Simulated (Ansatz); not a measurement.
# BAs (F-43m): lattice thermal conductivity

Aim: the lattice thermal conductivity of BAs against temperature, and which phonons carry it.

Measurements to reproduce:
- thermal conductivity 1160 W/m/K near room temperature (given in “Boron isotope effect on the thermal conductivity of boron arsenide single crystals”, 2019, arxiv:1910.02152)
- thermal conductivity 1000 W/m/K near room temperature (given in “Thermal expansion coefficient and lattice anharmonicity of cubic boron arsenide”, 2019, arxiv:1903.01668)

Calculated with Ansatz 0.2.0; DFT r2SCAN, scalar-relativistic, plane waves, PAW.

## (1) The starting structure

It takes space group F-43m (No. 216, cubic). The conventional cell has a = 4.777 Å, b = 4.777 Å, c = 4.777 Å, α = 90.00°, β = 90.00°, γ = 90.00°. Nearest to B lie 4 As at 2.07 Å. Nearest to As lie 4 B at 2.07 Å. Farther neighbours are not listed.

## (2) Probe on a coarse mesh

Before spending time, one coarse run tells the gap and the pressure of the starting cell.

input.yaml

```yaml
crystal:
  lattice:
    - [0.0, 2.3885, 2.3885]
    - [2.3885, 0.0, 2.3885]
    - [2.3885, 2.3885, 0.0]
  atoms:
    - { symbol: B, position: [0.0, 0.0, 0.0] }
    - { symbol: As, position: [0.25, 0.25, 0.25] }
kpoints:
  mp_grid: { grid: [6, 6, 6] }
hamiltonian:
  xc: r2scan
scf:
  occupations: { method: gaussian, width: 0.1 }
output:
  forces: true
  stress: true
  eigenvalues: true
```

Run with:

```sh
ansatz run input.yaml --threads 18 --pin off --max-ram 92160MiB --backend cuda --events-out ev --progress --plain --runs-dir out
```

Numbers of over 12 decimals in the logs are rounded to 6 here.

Log:

```text
Engine: ansatz 0.2.0, aarch64-unknown-linux-gnu
Pseudopotentials: kind: paw
Pseudopotential: B, paw, valence charge 3, recommended cutoff 500 eV (meta_gga), B.paw.azcp
Pseudopotential: As, paw, valence charge 15, recommended cutoff 500 eV (meta_gga), As.paw.azcp
Functional definition: r2SCAN
  parameter k0 = 0.174
  parameter k1 = 0.065
  parameter a1 = 4.9479
  exchange = r2scan_x(k0 = k0, k1 = k1, a1 = a1)
  correlation = r2scan_c
device memory: the entry about to start is reckoned to put 0.7 GiB on a device that reports 182.5 GiB free
GPU FFT provider: cuFFT
GPU libraries: cuBLAS 13.8.1, cuFFT 12.4.0, cuSOLVER 12.3.2
GPU matrix products: emulated (plane waves: as basis.precision tells), large ones in fixed point in workspaces of 1.00 GiB
Crystal: 2 atoms, lattice volume = 27.252 Å³
Basis set: ecut = 500 eV, 701 PW (Γ), exchange–correlation on 100×100×100 points (64 copies of the dense FFT grid, shifted against one another)
Bands: 13, of which v1, the nominal top of the filled ones, is band 9 counted from 1 (8 counted from 0)
Symmetry: 24 space group operations
Space group: F-43m (ITA 216), of the structure as read, at distance tolerance 3.0e-5 Å
k-points: 16 of 216 (time reversal used)
Non-local potential: B, projectors of the file, l = 0: 2, l = 1: 2, l = 2: 1
Non-local potential: As, projectors of the file, l = 0: 2, l = 1: 2, l = 2: 3, l = 3: 1
PAW form: soft (Blöchl's): semilocal exchange-correlation on the pseudo side does not see the compensation charge
PAW frozen core: B, regenerated for the run's functional (the file was generated under x = pbe(κ = 0.804, μ = 0.219515), c = pbe(β = 0.066725))
PAW frozen core: As, regenerated for the run's functional (the file was generated under x = pbe(κ = 0.804, μ = 0.219515), c = pbe(β = 0.066725))
PAW one-centre angular grid: B, 302 points (default); XC on 160 Gauss nodes
PAW one-centre angular grid: As, 590 points (default); XC on 160 Gauss nodes
Initial density: superposition of atomic densities (neutral atoms: chi_scale 0, normalization atom), corrected by the library's trained network
Initial wavefunctions: pseudopotential atomic-orbital guess
GPU buffer pool allocated for 15625 grid points (all kernels)
GPU transforms: local potential and band sums: pruned to the plane-wave sphere, on 25×25×25
Functional: x = r2scan, c = r2scan; τ floored in thin density (d = 2e-4 eV/Å³)
SCF iter   1: F=—  HF=-5021.297874 eV  |F-HF|=—  |Δ(HF+E_count)|=         —  Δρ=5.92e-3  dr2=1.03e-2  dr2_τ=9.66e-2  ethr=1.77e-3  ⟨swp⟩=5.1  Hψ=1200  notcnv=0
preconditioner: auto → none  [insulator: Δε(μ)=1.437 eV  Ē_g=13.196 eV  σ=0.100 eV  W_gap=1.00  n_scr=8 (ndim 8)  ℏωp=20.1 eV  f_vac=0.000  D(μ)=0.00/eV (n_scr^D=0)  ε∞_Penn≈3.3]
SCF iter   2: F=—  HF=-5021.322794 eV  |F-HF|=—  |Δ(HF+E_count)|=   2.49e-2  Δρ=2.50e-3  dr2=9.00e-4  dr2_τ=1.10e-4  ethr=5.74e-5  ⟨swp⟩=2.0  Hψ=544  notcnv=0
SCF iter   3: F=—  HF=-5021.322909 eV  |F-HF|=—  |Δ(HF+E_count)|=   1.14e-4  Δρ=1.34e-3  dr2=2.24e-4  dr2_τ=3.27e-6  ethr=5.00e-6  ⟨swp⟩=2.0  Hψ=350  notcnv=0
SCF iter   4: F=—  HF=-5021.322977 eV  |F-HF|=—  |Δ(HF+E_count)|=   6.84e-5  Δρ=1.88e-4  dr2=4.58e-6  dr2_τ=1.76e-7  ethr=1.24e-6  ⟨swp⟩=1.0  Hψ=208  notcnv=0
SCF iter   5: F=—  HF=-5021.322982 eV  |F-HF|=—  |Δ(HF+E_count)|=   4.99e-6  Δρ=2.88e-5  dr2=1.10e-7  dr2_τ=4.04e-9  ethr=2.54e-8  ⟨swp⟩=1.9  Hψ=250  notcnv=0
SCF iter   6: F=-5021.322982 eV  HF=-5021.322982 eV  |F-HF|=4.58e-9  |Δ(HF+E_count)|=   9.33e-9  Δρ=6.98e-6  dr2=6.46e-9  dr2_τ=2.55e-10  ethr=5.56e-10  ⟨swp⟩=4.9  Hψ=864  notcnv=0
SCF 1 converged in 6 iterations: F = -5021.322982 eV  dr2 = 6.46e-9
  greatest PAW one-centre occupation: 0.999 electrons in one spin orbital (limit 2), on the As atom at site 1 (counted from 0), in its partial waves of l = 2
SCF converged after 6 iterations
Free energy (F): -5021.322982 eV
Harris-Foulkes:  -5021.322982 eV  (|F-HF|=4.58e-9)
Internal energy: -5021.322982 eV  (E = F + TS)
E sigma→0 (E₀):  -5021.322982 eV
Fermi energy:    11.772834 eV
--- Per-component energies (eV) ---
  E_band       = -222.531586
  E_kinetic    = 151.704968
  E_local      = -1694.488346  (includes V_loc(G=0)·N_el)
  E_nonlocal   = -657.647857
  E_hartree    = 941.218898
  E_xc         = -105.681564
  E_vxc        = -125.657213  (∫ρ·V_xc dr)
  E_paw        = -1929.178228  (= ΣΔE_a)
  E_vpaw       = 214.868133  (= ΣTr[D̂ρ^β])
  E_aug_tail   = -0.000007  (compensation charges beyond the density's cutoff)
  E_vtau       = 6.249257  (kinetic-family band-sum trace: ∫τ·v_τ [+ j·A + Jᵃ·Aᵃ] dr)
  E_ewald      = -1725.774997
  E_core_change = -1.475850  (= ΣΔE_core)
  E_smearing   = -0.000000  (= −TS)
  E_closure    = -0.000000  (closes the sum)
  Σ components = -5021.322982   (vs F -5021.322982, Δ=0.00e0)
--- Forces (eV/Å), atoms counted from 1 ---
  atom   1  B      0.00000000    -0.00000000    -0.00000000
  atom   2  As     0.00000000    -0.00000000     0.00000000
  max |Σ_I F_I| component: 4.86e-16 eV/Å
--- Stress (GPa, compression-positive) ---
        0.650979       0.000000      -0.000000
        0.000000       0.650979       0.000000
       -0.000000       0.000000       0.650979
  P = ⅓ Tr σ = 0.6510 GPa (6.510 kbar)
--- Band table (eV; the first three rows and the last of 16) ---
  k-point 0: bands = [... 5 lower, -5.1222, 11.0431, 11.0431, 11.0431, 14.4833, 14.4833, 14.4833, 16.1630]
  k-point 1: bands = [... 5 lower, -4.6457, 7.9272, 10.3155, 10.3155, 14.6254, 15.4335, 15.4335, 18.2127]
  k-point 2: bands = [... 5 lower, -3.3119, 3.9541, 9.4277, 9.4277, 14.1868, 16.1514, 16.1514, 20.4413]
  k-point 15: bands = [... 5 lower, -0.5362, 2.2993, 5.6415, 5.8477, 15.1238, 15.3843, 20.2467, 20.5401]
```

Run time: 1.4 s. Hardware: 1 × NVIDIA GB200 with 18 threads of Arm Neoverse V2, shared host; peak memory 1.1 GiB; 2.2 s of CPU time.

The column dr2 measures how far the density is from self-consistency, as an energy; F and HF (Harris–Foulkes) agree once it is small.

A gap read on the k-mesh alone can miss the band edges.

This step gave:

```yaml
pressure: 0.6510 GPa
gap_on_the_k_mesh: 1.464 eV
volume_per_atom: 13.63 Å³
```

The start is under 0.65 GPa at this level and looks like an insulator or semiconductor on this mesh.

## (3) Finding the static equilibrium

The vibrations must be taken about the equilibrium of this functional, not about the starting cell, so the structure is relaxed.

input.yaml, the sections that differ from step 2:

```yaml
kpoints:
  mp_grid: { grid: [10, 10, 10] }
scf:
  occupations: { method: gaussian, width: 0.02 }
relax:
  adjacent_minimum: "off"
  f_tol: 0.005
  max_steps: 80
  cell: { stress_tol: 0.05 }
# crystal, hamiltonian, output: as in step 2
```

Log:

```text
[...]
Crystal: 2 atoms, lattice volume = 27.252 Å³
Basis set: ecut = 500 eV, 701 PW (Γ), exchange–correlation on 100×100×100 points (64 copies of the dense FFT grid, shifted against one another)
Bands: 13, of which v1, the nominal top of the filled ones, is band 9 counted from 1 (8 counted from 0)
Symmetry: 24 space group operations
[...]
k-points: 47 of 1000 (time reversal used)
[...]
SCF iter   1: F=—  HF=-5021.316838 eV  |F-HF|=—  |Δ(HF+E_count)|=         —  Δρ=5.85e-3  dr2=1.04e-2  dr2_τ=9.54e-2  ethr=1.77e-3  ⟨swp⟩=5.8  Hψ=3458  notcnv=0
[...]
SCF iter   2: F=—  HF=-5021.341305 eV  |F-HF|=—  |Δ(HF+E_count)|=   2.45e-2  Δρ=2.45e-3  dr2=8.65e-4  dr2_τ=1.11e-4  ethr=5.78e-5  ⟨swp⟩=2.7  Hψ=1660  notcnv=0
[...]
SCF iter   6: F=-5021.341475 eV  HF=-5021.341475 eV  |F-HF|=1.26e-9  |Δ(HF+E_count)|=   6.31e-9  Δρ=7.42e-6  dr2=1.11e-8  dr2_τ=3.36e-10  ethr=2.37e-10  ⟨swp⟩=2.3  Hψ=2267  notcnv=0
SCF 1 converged in 6 iterations: F = -5021.341475 eV  dr2 = 1.11e-8
[...]
relax step   1: F+E_penalty+E_count = -5021.34147492 eV  Δ(F+E_penalty+E_count) = +0.000e0 eV  max|allowed force component| = 2.729e-16 eV/Å  Δτ_max = 0.0000 Å  P = +0.611 GPa  Ω = 27.252 Å³  (6 SCF iters, dr2 threshold 1.00e-7 eV, accepted)
[...]
Crystal: 2 atoms, lattice volume = 27.340 Å³
Basis set: ecut = 500 eV, 725 PW (Γ), exchange–correlation on 100×100×100 points (64 copies of the dense FFT grid, shifted against one another)
[...]
iter 1 solved again at ethr=4.38e-7 eV; its pass at ethr=3.10e-3 eV (dr2=7.89e-5 eV) is discarded
[...]
SCF iter   2: F=—  HF=-5021.341672 eV  |F-HF|=—  |Δ(HF+E_count)|=   2.80e-5  Δρ=1.08e-4  dr2=3.97e-6  dr2_τ=3.72e-7  ethr=4.21e-7  ⟨swp⟩=2.0  Hψ=750  notcnv=0
[...]
SCF iter   4: F=-5021.341672 eV  HF=-5021.341672 eV  |F-HF|=8.23e-9  |Δ(HF+E_count)|=   2.48e-8  Δρ=8.85e-6  dr2=1.89e-8  dr2_τ=4.43e-10  ethr=1.11e-9  ⟨swp⟩=5.0  Hψ=2649  notcnv=0
SCF 2 converged in 4 iterations: F = -5021.341672 eV  dr2 = 1.89e-8
relax step   2: F+E_penalty+E_count = -5021.34167151 eV  Δ(F+E_penalty+E_count) = -1.966e-4 eV  max|allowed force component| = 1.128e-16 eV/Å  Δτ_max = 0.0000 Å  P = +0.154 GPa  Ω = 27.340 Å³  energy of the carried Pulay correction = -1.231e-5 eV  (4 SCF iters, dr2 threshold 2.00e-7 eV, accepted)
[...]
Crystal: 2 atoms, lattice volume = 27.370 Å³
[...]
SCF iter   3: F=-5021.341682 eV  HF=-5021.341682 eV  |F-HF|=6.11e-10  |Δ(HF+E_count)|=   1.08e-8  Δρ=1.41e-5  dr2=5.48e-8  dr2_τ=2.68e-9  ethr=3.32e-10  ⟨swp⟩=5.1  Hψ=2818  notcnv=0
SCF 3 converged in 3 iterations: F = -5021.341682 eV  dr2 = 5.48e-8
relax step   3: F+E_penalty+E_count = -5021.34168187 eV  Δ(F+E_penalty+E_count) = -1.035e-5 eV  max|allowed force component| = 6.737e-17 eV/Å  Δτ_max = 0.0000 Å  P = +0.002 GPa  Ω = 27.370 Å³  energy of the carried Pulay correction = -1.649e-5 eV  (3 SCF iters, dr2 threshold 5.97e-8 eV, accepted)
[...]
SCF iter   1: F=—  HF=-5021.341676 eV  |F-HF|=—  |Δ(HF+E_count)|=         —  Δρ=1.97e-5  dr2=5.78e-8  dr2_τ=3.26e-9  ethr=2.78e-8  ⟨swp⟩=3.0  Hψ=5084  notcnv=0
[...]
SCF iter   2: F=—  HF=-5021.341700 eV  |F-HF|=—  |Δ(HF+E_count)|=   2.47e-5  Δρ=9.73e-6  dr2=1.18e-8  dr2_τ=2.87e-9  ethr=3.21e-10  ⟨swp⟩=2.1  Hψ=769  notcnv=0
[...]
SCF iter   5: F=-5021.341700 eV  HF=-5021.341700 eV  |F-HF|=9.09e-13  |Δ(HF+E_count)|=  9.09e-11  Δρ=9.37e-8  dr2=2.16e-12  dr2_τ=1.61e-13  ethr=1.00e-12  ⟨swp⟩=5.4  Hψ=2695  notcnv=0
SCF 4 converged in 5 iterations: F = -5021.341700 eV  dr2 = 2.16e-12
relax step   4: F+E_penalty+E_count = -5021.34170046 eV  Δ(F+E_penalty+E_count) = -1.859e-5 eV  max|allowed force component| = 5.031e-17 eV/Å  Δτ_max = 0.0000 Å  P = +0.002 GPa  Ω = 27.370 Å³  stress off target by 2.02e-3 GPa  SCF on the basis re-selected at this cell (its energy is not comparable with the rows above)  (5 SCF iters)
basis re-selected at this cell: Δ(F+E_penalty+E_count) = -1.859e-5 eV, ΔP = +0.000 GPa vs the last step (what re-selecting the basis moved, of the pressure what is left beyond the Pulay correction that the steps carried, after the strain that the cell walked since its last selection, with what the two solves' SCF thresholds leave and, on support functions, any second-order correction that the steps lacked; it is no m [...]
SCF converged after 5 iterations
Free energy (F): -5021.341700 eV
[...]
Internal energy: -5021.341700 eV  (E = F + TS)
E sigma→0 (E₀):  -5021.341700 eV
Fermi energy:    11.656296 eV
[...]
--- Stress (GPa, compression-positive) ---
        0.002019      -0.000000      -0.000000
       -0.000000       0.002019       0.000000
        0.000000       0.000000       0.002019
  P = ⅓ Tr σ = 0.0020 GPa (0.020 kbar)
--- Band table (eV; the first three rows and the last of 47) ---
  k-point 0: bands = [... 5 lower, -5.1548, 10.9690, 10.9690, 10.9690, 14.4058, 14.4058, 14.4058, 16.0309]
  k-point 1: bands = [... 5 lower, -4.9827, 9.4991, 10.6483, 10.6483, 14.6308, 14.8295, 14.8295, 16.9237]
  k-point 2: bands = [... 5 lower, -4.4750, 7.0209, 10.0386, 10.0386, 14.4416, 15.5957, 15.5957, 18.6808]
  k-point 46: bands = [... 5 lower, -0.5672, 2.3292, 5.3874, 5.6488, 15.8539, 16.2208, 19.2343, 19.4135]
--- Relaxed structure (3 steps of the walk, 3 accepted, 1 SCFs on fresh bases) ---
  F+E_penalty+E_count = -5021.34170046 eV   max|allowed force component| = 5.031e-17 eV/Å   (the final SCF, on the basis selected at the relaxed cell)
  cell:  # Å, volume = 27.3696 Å³
    - [0, 2.391917, 2.391917]
    - [2.391917, 0, 2.391917]
    - [2.391917, 2.391917, 0]
  atoms:
    - { symbol: B, position: [0, 0, 0] }
    - { symbol: As, position: [0.25, 0.25, 0.25] }
```

Elapsed: 2.7 s, on 1 × NVIDIA GB200 with 18 threads; peak memory 1.1 GiB.

Relaxation path:

```
step  energy less that of the first step (eV)  largest force component (eV/Å)  pressure (GPa)  volume (Å³)
   1                                   0.0000                          0.0000            0.61        27.25
   2                                  -0.0002                          0.0000            0.15        27.34
   3                                  -0.0002                          0.0000            0.00        27.37
  4*                                  -0.0002                          0.0000            0.00        27.37
```

Relaxation steps marked * repeat the geometry before them on a plane-wave basis chosen anew for their cell, so energy and pressure can jump there.

Forces are held to the 24 operations that the run works with; a distortion that breaks them can't arise in this run.

```
conventional cell, symmetrised  before  after  change
                         a (Å)   4.777  4.784  +0.1 %
                         b (Å)   4.777  4.784  +0.1 %
                         c (Å)   4.777  4.784  +0.1 %
              volume (Å³/atom)   13.63  13.68  +0.4 %
```

The relaxed structure:

```
B As
1.0
     0.00000    2.39192    2.39192
     2.39192    0.00000    2.39192
     2.39192    2.39192    0.00000
B As
1 1
Direct
  0.00000 0.00000 0.00000
  0.25000 0.25000 0.25000
```

Numbers from this step:

```
pressure          : 0.002019 GPa
gap on the k-mesh : 1.375 eV
volume per atom   : 13.68 Å³
```

## (4) Tight relaxation

The thresholds are tightened for a last relaxation ahead of the phonons, and where mesh or smearing change with them the cell follows.

input.yaml

```yaml
crystal:
  lattice:
    - [0.0, 2.3919171792, 2.3919171792]
    - [2.3919171792, 0.0, 2.3919171792]
    - [2.3919171792, 2.3919171792, 0.0]
  atoms:
    - { symbol: B, position: [0.0, 0.0, 0.0] }
    - { symbol: As, position: [0.25, 0.25, 0.25] }
kpoints:
  mp_grid: { grid: [12, 12, 12] }
hamiltonian:
  xc: r2scan
scf:
  occupations: { method: fixed }
output:
  forces: true
  stress: true
  eigenvalues: true
relax:
  adjacent_minimum: "off"
  f_tol: 0.001
  max_steps: 60
  cell: { stress_tol: 0.01 }
```

Log:

```text
[...]
GPU FFT provider: cuFFT
GPU libraries: cuBLAS 13.8.1, cuFFT 12.4.0, cuSOLVER 12.3.2
[...]
Crystal: 2 atoms, lattice volume = 27.370 Å³
Basis set: ecut = 500 eV, 725 PW (Γ), exchange–correlation on 100×100×100 points (64 copies of the dense FFT grid, shifted against one another)
[...]
k-point 71: bands = [... 5 lower, -0.5508, 2.3839, 5.2592, 5.5591, 16.6695, 17.4081, 18.1572, 18.3538]
--- Relaxed structure (1 steps of the walk, 1 accepted, 1 SCFs on fresh bases) ---
[...]
cell:  # Å, volume = 27.3696 Å³
    - [0.0, 2.3919171792, 2.3919171792]
    - [2.3919171792, 0.0, 2.3919171792]
    - [2.3919171792, 2.3919171792, 0.0]
  atoms:
    - { symbol: B, position: [0.0, 0.0, 0.0] }
    - { symbol: As, position: [0.25, 0.25, 0.25] }
[key lines of the parts left out:]
SCF converged after 5 iterations
Free energy (F): -5021.342015 eV
Fermi energy:    10.968824 eV
P = ⅓ Tr σ = 0.0030 GPa (0.030 kbar)
```

The job ended after 2.2 s (1 × NVIDIA GB200 with 18 threads; peak memory 1.1 GiB; 4.5 s of CPU time).

Little changed from the start: no atom moved by 0.005 Å and no cell edge by 0.1 %.

Numbers from this step:

```yaml
pressure: 0.003019 GPa
gap_on_the_k_mesh: 1.385 eV
```

The residual pressure is 0.0030 GPa, small enough for phonons.

(Part 1 of 3 ends here.)

[Logs are printed without paths, hosts, clocks, repeated set-up lines and the standing remarks that a program may print on its own settings, such as how far it seeks lower states.]

[Hosts, paths, dates, database ids (printed as entryN), source tags and the programs' standing remarks are cut or masked in the printed files.]

[A step with changed settings may run another functional than the one named; its input shows which.]

[Pressures of single members of a volume series are the stress at the run's cutoff; with an incomplete basis they can lie off −dE/dV of the same runs, and they are not shown converged.]
